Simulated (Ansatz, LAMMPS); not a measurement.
# Zn2+ BF4- in sulfolane, from a frame at 300 K (191 atoms): geometry optimisation

How does Zn2+ BF4- in sulfolane, from a frame at 300 K (191 atoms) relax, and what do bonds, charges and levels look like afterwards?

Main program and level: Ansatz 0.2.0; Kohn-Sham DFT, PBE+D3(BJ), PAW (set soft_2), plane waves.

## Step 1: Starting point

The cell holds 191 atoms: 24 O, 12 S, 48 C, 96 H, 2 B, 8 F and 1 Zn. Cell: a = 12.721 Å, b = 12.721 Å, c = 12.721 Å, α = 90.0°, β = 90.0°, γ = 90.0°. 12 sulfolane, 1 Zn2+, 2 BF4- placed at random, at 1.36 g/cm³; overlaps pushed apart, then 10 ps at 550 K with stiff harmonic cages for PF6 and BF4 with UFF radii; divalent ions of Li, Roberts, Chakravorty and Merz (J. Chem. Theory Comput. 9, 2733 (2013)); MMFF94 bonds, angles, torsions, charges and radii (Halgren, J. Comput. Chem. 17, 490 (1996)) in harmonic and 12-6 forms; charges of ions scaled by 0.8. Snapshot after 30 ps at 300 K and fixed volume.

Before any run, some limits are plain. The network of contacts between molecules at the start is that of the classical potential that made the cell. The density was typed from a rule of thumb and may lie off the real one at this temperature. Only the Γ point is sampled, in a cell whose shortest periodic width is 13 Å.

## Step 2: Single point at the start

The forces at the start show how far the geometry lies from a minimum of this functional.

Contents of input.yaml:

```yaml
crystal:
  lattice:
    - [12.72088, 0.0, 0.0]
    - [0.0, 12.72088, 0.0]
    - [0.0, 0.0, 12.72088]
  atoms:
    - { symbol: O, position: [0.55371, 0.68994, 0.7419] }
    - { symbol: S, position: [0.62685, 0.74726, 0.67398] }
    - { symbol: O, position: [0.64723, 0.71046, 0.56918] }
    - { symbol: C, position: [0.586, 0.88196, 0.67179] }
    [... 181 atom lines left out ...]
    - { symbol: B, position: [0.51305, 0.8302, 0.06596] }
    - { symbol: F, position: [0.54053, 0.83816, 0.95926] }
    - { symbol: F, position: [0.41412, 0.77976, 0.08047] }
    - { symbol: F, position: [0.502, 0.92972, 0.10588] }
    - { symbol: F, position: [0.59289, 0.78453, 0.1308] }
    - { symbol: Zn, position: [0.31386, 0.66347, 0.09314] }
kpoints:
  mp_grid: { grid: [1, 1, 1] }
hamiltonian:
  xc: pbe
  dispersion: d3bj
scf:
  occupations: { method: fixed }
output:
  forces: true
  stress: true
  populations: intrinsic
  dos:
    method: { smearing: { sigma: 0.08 } }
    de: 0.1
    projected: { site_lists: { B: [B], C: [C], F: [F], H: [H], O: [O] } }
  eigenvalues: true
```

Started as:

```bash
$ ansatz run input.yaml --threads 4 --pin off --max-ram 8192MiB --backend cpu --events-out ev --progress --plain --runs-dir out
```

It took 35 s on 4 threads of Intel Xeon Platinum 8259CL at 2.50GHz (Skylake/Cascade Lake), shared host; peak memory 3.2 GiB; 2.1 min of CPU time.

Read from the output:

```yaml
free_energy: -48120.5762 eV
free_energy_per_atom: -251.9402 eV/atom
scf_cycles: 11
pressure: 3.41 GPa
r_m_s_force_component: 0.9274 eV/Å
longest_force: 5.034 eV/Å
fermi_energy: -0.4786 eV
spacing_of_highest_filled_and_lowest_empty_level: 5.041 eV
```

The r.m.s. force component of 0.93 eV/Å and the pressure of 3.4 GPa set the starting point.

Neighbours are counted within 1.34 Å (H-C), 1.85 Å (C-C), 2.21 Å (C-S), 1.93 Å (O-S), 2.43 Å (O-Zn), 1.72 Å (F-B), 2.38 Å (F-Zn).

Length of the force by element and coordination:

```
element  coordination  atoms  mean length of the force (eV/Å)  spread  least   most
      B           all      2                             2.62   0.788   1.83   3.41
      C           all     48                             2.03   0.862  0.607   5.03
      F           all      8                             1.43   0.509  0.615   2.15
      F             1      7                             1.55   0.432  0.748   2.15
      F             2      1                            0.615       0  0.615  0.615
      H           all     96                             1.00   0.489  0.105   2.89
      O           all     24                             1.31   0.646  0.533   2.81
      O             1     19                             1.25   0.610  0.533   2.81
      O             2      5                             1.51   0.734  0.713   2.81
      S           all     12                             1.91   0.791  0.508   2.96
     Zn           all      1                             1.76       0   1.76   1.76
```

## Step 3: Relaxation

With the cell held, the atoms are moved downhill towards a nearby minimum.

input.yaml, the sections that differ from step 2:

```yaml
output:
  forces: true
relax:
  f_tol: 0.05
  max_steps: 200
# crystal, kpoints, hamiltonian, scf: as in step 2
```

Wall time 9.5 min (4 threads); peak memory 2.8 GiB.

Relaxation path (22 of 40):

```csv
step,energy less that of the first step (eV),largest force component (eV/Å)
1,0.0000,4.3380
3,-9.0503,0.8142
5,-9.6339,0.2806
7,-9.7762,0.2147
8,-9.8311,0.3347
10,-9.9288,0.4917
12,-10.0349,0.4908
14,-10.1145,0.3983
16,-10.1704,0.3487
18,-10.2061,0.2402
20,-10.2303,0.2290
21,-10.2414,0.2727
23,-10.2552,0.2587
25,-10.2655,0.1818
27,-10.2743,0.0977
29,-10.2801,0.0747
31,-10.2839,0.0585
33,-10.2877,0.0784
34,-10.2903,0.1055
36,-10.2936,0.0585
38,-10.2964,0.0422
40,-10.2981,0.0367
```

The atoms that moved most (Å):

| atom | dx | dy | dz | length |
| --- | --- | --- | --- | --- |
| H148 | 0.073 | -0.783 | 1.821 | 1.984 |
| H147 | 0.501 | -1.200 | 1.497 | 1.983 |
| H145 | -0.546 | -0.128 | 1.674 | 1.765 |
| H158 | -0.599 | -0.909 | 1.310 | 1.703 |
| H159 | -0.440 | -0.940 | 1.239 | 1.616 |
| O151 | 1.066 | -1.155 | -0.085 | 1.574 |
| C141 | 0.173 | -0.725 | 1.360 | 1.551 |
| H150 | 0.933 | -1.043 | 0.614 | 1.529 |

The relaxation changed the energy by -53.9 meV/atom, and atoms moved by 0.79 Å r.m.s., 2.0 Å at most.

## Step 4: Distances and neighbours after relaxation

Bonds before and after, by the cutoffs listed below:

| pair | bonds before | bonds after | mean before (Å) | mean after (Å) | spread before (Å) | spread after (Å) |
| --- | --- | --- | --- | --- | --- | --- |
| H-C | 96 | 96 | 1.098 | 1.096 | 0.031 | 0.002 |
| C-C | 36 | 36 | 1.510 | 1.532 | 0.033 | 0.007 |
| C-S | 24 | 24 | 1.775 | 1.812 | 0.034 | 0.009 |
| O-S | 24 | 24 | 1.454 | 1.468 | 0.018 | 0.011 |
| O-Zn | 5 | 5 | 1.952 | 2.095 | 0.063 | 0.022 |
| F-B | 8 | 8 | 1.409 | 1.417 | 0.023 | 0.021 |
| F-Zn | 1 | 1 | 1.960 | 2.132 | 0.000 | 0.000 |

Density 1.36 g/cm³, 10.78 Å³ an atom.

Pair distribution functions g(r), in bins of 0.2 Å:

| r (Å) | total | H-H | H-C | H-O | H-S | H-F | H-B |
| --- | --- | --- | --- | --- | --- | --- | --- |
| 1.00 | 3.62 | 0.00 | 14.30 | 0.00 | 0.00 | 0.00 | 0.00 |
| 1.20 | 0.11 | 0.00 | 0.42 | 0.00 | 0.00 | 0.00 | 0.00 |
| 1.40 | 0.67 | 0.00 | 0.00 | 0.00 | 0.00 | 0.00 | 0.00 |
| 1.60 | 0.69 | 0.00 | 0.00 | 0.00 | 0.00 | 0.00 | 0.00 |
| 1.80 | 1.00 | 2.69 | 0.00 | 0.00 | 0.00 | 0.00 | 0.00 |
| 2.00 | 0.03 | 0.00 | 0.00 | 0.00 | 0.00 | 0.00 | 0.00 |
| 2.20 | 1.47 | 0.18 | 5.34 | 0.15 | 0.00 | 0.45 | 0.00 |
| 2.40 | 1.46 | 2.33 | 0.00 | 1.21 | 6.05 | 1.48 | 0.00 |
| 2.60 | 1.06 | 1.20 | 0.02 | 2.10 | 0.00 | 1.59 | 0.62 |
| 2.80 | 1.16 | 1.52 | 0.93 | 1.96 | 0.17 | 1.36 | 0.52 |
| 3.00 | 0.73 | 1.21 | 0.50 | 0.72 | 1.64 | 0.84 | 1.95 |
| 3.20 | 0.73 | 0.60 | 0.74 | 1.34 | 0.76 | 0.53 | 1.24 |
| 3.40 | 1.19 | 0.56 | 1.77 | 1.63 | 1.30 | 0.46 | 1.83 |
| 3.60 | 0.93 | 0.55 | 0.92 | 1.02 | 2.08 | 1.09 | 1.00 |
| 3.80 | 0.85 | 1.23 | 0.43 | 0.66 | 0.93 | 1.10 | 2.35 |
| 4.00 | 0.85 | 1.05 | 0.63 | 0.93 | 0.85 | 1.26 | 0.53 |
| 4.20 | 0.87 | 0.92 | 0.73 | 1.04 | 0.73 | 0.96 | 0.48 |
| 4.40 | 1.02 | 1.05 | 0.88 | 1.48 | 0.73 | 1.48 | 0.45 |
| 4.60 | 0.91 | 0.77 | 1.02 | 0.87 | 0.54 | 0.90 | 0.60 |
| 4.80 | 0.90 | 0.87 | 0.92 | 0.92 | 0.80 | 1.02 | 1.49 |
| 5.00 | 1.00 | 1.04 | 1.01 | 1.00 | 1.02 | 1.07 | 1.36 |
| 5.20 | 1.04 | 1.04 | 1.01 | 0.97 | 1.06 | 0.82 | 1.28 |
| 5.40 | 1.02 | 1.07 | 0.97 | 0.88 | 1.05 | 0.77 | 0.58 |
| 5.60 | 1.09 | 1.11 | 1.06 | 0.85 | 1.11 | 1.12 | 1.08 |
| 5.80 | 1.11 | 0.98 | 1.34 | 0.87 | 0.97 | 0.80 | 0.88 |
| 6.00 | 1.08 | 1.08 | 1.22 | 0.84 | 0.87 | 1.04 | 1.41 |
| 6.20 | 1.03 | 0.99 | 1.02 | 1.03 | 1.15 | 0.89 | 0.78 |

Bonds by pair of elements; cutoffs follow the first minimum of g(r), held within bounds set by covalent radii, and pairs that aren't listed don't count as bonded:

| pair A-B | cutoff (Å) | bonds | mean length (Å) | spread (Å) | shortest (Å) | B about A | A about B |
| --- | --- | --- | --- | --- | --- | --- | --- |
| H-C | 1.34 | 96 | 1.10 | 0.002 | 1.09 | 1 | 2 |
| C-C | 1.85 | 36 | 1.53 | 0.007 | 1.52 | 1.5 | 1.5 |
| C-S | 2.21 | 24 | 1.81 | 0.009 | 1.79 | 0.5 | 2 |
| O-S | 1.88 | 24 | 1.47 | 0.011 | 1.45 | 1 | 2 |
| O-Zn | 2.5 | 5 | 2.10 | 0.022 | 2.07 | 0.208 | 5 |
| F-B | 1.72 | 8 | 1.42 | 0.021 | 1.39 | 1 | 4 |
| F-Zn | 2.38 | 1 | 2.13 | 0 | 2.13 | 0.125 | 1 |

How many atoms have how many bonded neighbours:

```
element  mean   1  2   4  6
      B     4   0  0   2  0
      C     4   0  0  48  0
      F  1.12   7  1   0  0
      H     1  96  0   0  0
      O  1.21  19  5   0  0
      S     4   0  0  12  0
     Zn     6   0  0   0  1
```

Bond angles, per cent of each kind in bins of 5°:

| angle (°) | C-C-H | H-C-H | H-C-S | C-S-O | C-C-C |
| --- | --- | --- | --- | --- | --- |
| 100–105 | 0.0 | 0.0 | 2.1 | 2.1 | 0.0 |
| 105–110 | 20.8 | 77.1 | 97.9 | 41.7 | 100.0 |
| 110–115 | 68.1 | 22.9 | 0.0 | 56.2 | 0.0 |
| 115–120 | 11.1 | 0.0 | 0.0 | 0.0 | 0.0 |

Bond angles (no mean is given where the spread exceeds 20°):

```
angle  count  mean (°)  spread (°)
C-C-H    144       112           2
H-C-H     48       109         1.2
H-C-S     48       107           1
C-S-O     48       110         1.7
C-C-C     24       107           1
```

Bond length by coordination (bonds to H left out):

```
element  coordination  atoms  mean bond length (Å)
      F             1      7                  1.41
      F             2      1                   1.8
      O             1     19                  1.46
      O             2      5                  1.79
```

Rings of the network by King's shortest-path rule, up to 12 atoms, one path for each pair of neighbours; H, halogens, alkali and alkaline-earth atoms are left out, and the last column divides by all other atoms, bonded or not:

```
ring size (atoms)  rings  per network atom
                5     12             0.138
```

Counting bonds as in the table, all B atoms have 4, all C atoms have 4, 88 % of F atoms have 1 and all H atoms have 1 bonded neighbour. The C-C-H angle averages 112° with a spread of 2°. All rings counted have 5 atoms.

## Step 5: Single point at the relaxed geometry

The electronic structure is read at the final geometry, in a run of its own.

Contents of input.yaml:

```yaml
crystal:
  lattice:
    - [12.72088, 0.0, 0.0]
    - [0.0, 12.72088, 0.0]
    - [0.0, 0.0, 12.72088]
  atoms:
    - { symbol: O, position: [0.56602, 0.66512, 0.72405] }
    - { symbol: S, position: [0.61002, 0.7567, 0.67004] }
    - { symbol: O, position: [0.61329, 0.75263, 0.55488] }
    - { symbol: C, position: [0.55002, 0.87844, 0.71047] }
    [... 181 atom lines left out ...]
    - { symbol: B, position: [0.51262, 0.84776, 0.05789] }
    - { symbol: F, position: [0.56856, 0.88692, 0.97232] }
    - { symbol: F, position: [0.45421, 0.75529, 0.0213] }
    - { symbol: F, position: [0.44021, 0.9211, 0.09692] }
    - { symbol: F, position: [0.5809, 0.81433, 0.13805] }
    - { symbol: Zn, position: [0.31616, 0.66634, 0.05481] }
kpoints:
  mp_grid: { grid: [1, 1, 1] }
hamiltonian:
  xc: pbe
  dispersion: d3bj
scf:
  occupations: { method: fixed }
output:
  forces: true
  stress: true
  populations: true
  dos:
    method: { smearing: { sigma: 0.1 } }
    de: 0.1
    projected: { site_lists: { B: [B], C: [C], F: [F], H: [H], O: [O] } }
  eigenvalues: true
  write_density: true
  write_potential: true
  volumetric_format: npy
```

Run time: 43 s. Hardware: 4 threads; peak memory 3.1 GiB; 2.6 min of CPU time.

The program notes that the exchange-correlation potential is rough where the density is thin.

Read from the output:

| Item | Value |
| --- | --- |
| free energy | -48130.8743 eV |
| free energy per atom | -251.9941 eV/atom |
| SCF cycles | 11 |
| pressure | -0.2164 GPa |
| r.m.s. force component | 0.00471 eV/Å |
| longest force | 0.04155 eV/Å |
| Fermi energy | -0.7451 eV |
| gap (highest filled to lowest empty level) | 5.315 eV |
| spilling of the projection | 0.01649 |

Löwdin charges by element and coordination (they lack the spilled electrons, 0.050 e an atom on average):

```
element  coordination  atoms  mean charge (e)  spread   least    most
      B           all      2            0.877  8.0e-4   0.876   0.878
      C           all     48           -0.360  0.0915  -0.461  -0.259
      F           all      8           -0.387  0.0166  -0.421  -0.364
      F             1      7           -0.382   0.011  -0.397  -0.364
      F             2      1           -0.421       0  -0.421  -0.421
      H           all     96            0.211   0.019   0.170   0.249
      O           all     24           -0.761  0.0277  -0.812  -0.712
      O             1     19           -0.749  0.0151  -0.765  -0.712
      O             2      5           -0.808  0.0048  -0.812  -0.799
      S           all     12             2.05  0.0072    2.04    2.06
     Zn           all      1             1.53       0    1.53    1.53
```

Density of states as counts of states in windows of 1 eV (from the Fermi level), total and the larger projections:

```csv
from (eV),to (eV),total,C p,O p,H s,F p,C s
-18,-16,0.0,0.0,0.0,0.0,0.0,0.0
-16,-15,0.5,0.1,0.0,0.1,0.0,0.3
-15,-14,23.5,2.4,0.0,3.5,0.0,12.6
-14,-13,0.0,0.0,0.0,0.0,0.0,0.0
-13,-12,14.6,1.4,0.1,3.2,0.0,8.3
-12,-11,25.3,3.7,0.5,4.3,0.0,10.7
-11,-10,8.1,1.5,0.2,1.2,0.0,2.8
-10,-9,0.0,0.0,0.0,0.0,0.0,0.0
-9,-8,33.3,9.0,2.4,7.7,0.0,8.7
-8,-7,16.6,3.8,1.6,3.1,1.3,2.8
-7,-6,24.8,9.6,4.2,3.2,1.8,0.3
-6,-5,45.5,15.5,9.1,5.4,4.7,0.5
-5,-4,80.3,28.9,15.9,12.0,5.2,1.2
-4,-3,32.9,13.2,5.7,5.4,3.2,0.2
-3,-2,82.9,43.7,9.8,14.7,11.6,0.6
-2,-1,73.0,14.7,32.4,8.7,14.1,0.2
-1,0,51.6,10.4,33.3,2.9,2.4,0.3
0,1,1.0,0.4,0.5,0.1,0.0,0.0
1,5,0.0,0.0,0.0,0.0,0.0,0.0
```

With fixed occupations the program's Fermi level is the highest filled level; weight inside the gap is the broadening of levels at its edges.

Between -24 and -18 eV lie 64 more states.

Not all projections were asked for or kept, so they needn't add up to the total.

The levels nearest the highest filled one (over half full), pooled over k-points and spins:

| level less the highest filled one (eV) | occupation |
| --- | --- |
| -0.264 | 2 |
| -0.206 | 2 |
| -0.190 | 2 |
| -0.167 | 2 |
| -0.0856 | 2 |
| 0 | 2 |
| 5.32 | 0 |
| 5.72 | 0 |
| 5.76 | 0 |
| 5.97 | 0 |
| 6.08 | 0 |
| 6.11 | 0 |

Mean Löwdin charges: B +0.88, C -0.36, F -0.39, H +0.21, O -0.76, S +2.05 e (they miss 1.6 % of the electrons, so they add up to more than the cell's charge).

## Step 6: Results

```yaml
energy_change_in_the_relaxation: -53.92 meV/atom
r_m_s_displacement: 0.789 Å
largest_displacement: 1.984 Å
free_energy_per_atom: -251.9941 eV/atom
pressure: -0.2164 GPa
r_m_s_force_component: 0.00471 eV/Å
spacing_of_highest_filled_and_lowest_empty_level: 5.315 eV
wall_time_of_the_3_dft_runs: 11 min
```

What this shows: Relaxation lowers the energy by 53.9 meV/atom and moves atoms by 0.79 Å r.m.s.; the r.m.s. force component goes from 0.93 to 0.0047 eV/Å, the pressure goes from 3.4 to -0.22 GPa, and the gap from 5.04 to 5.32 eV. By the final cutoffs no bond was broken or made. From the first step to the last the energy fell by 10.298 eV, and the largest move was 1.98 Å (H148, with 1 other atom within 2 % of it). The O-Zn bonds go from 1.952 Å (spread 0.063) to 2.095 Å (spread 0.022). Counting bonds as in the table, all B atoms have 4, all C atoms have 4, 88 % of F atoms have 1 and all H atoms have 1 bonded neighbour. Between filled and empty levels lie 5.32 eV (at Γ alone); a semilocal functional tends to put such gaps too low. In a disordered cell it changes from sample to sample and from frame to frame.

What to keep in mind: The network of contacts between molecules at the start is that of the classical potential that made the cell; in DFT atoms moved by 0.79 Å r.m.s.

[Logs are printed without paths, hosts, clocks, repeated set-up lines and the standing remarks that a program may print on its own settings, such as how far it seeks lower states.]

[Hosts, paths, dates, database ids (printed as entryN), source tags and the programs' standing remarks are cut or masked in the printed files.]

[The MMFF94 radii named for the starting cell were scaled by 0.96; in molecules described by MMFF94, hydrogen bound to N, O or S took a small fixed 12-6 site in their place.]
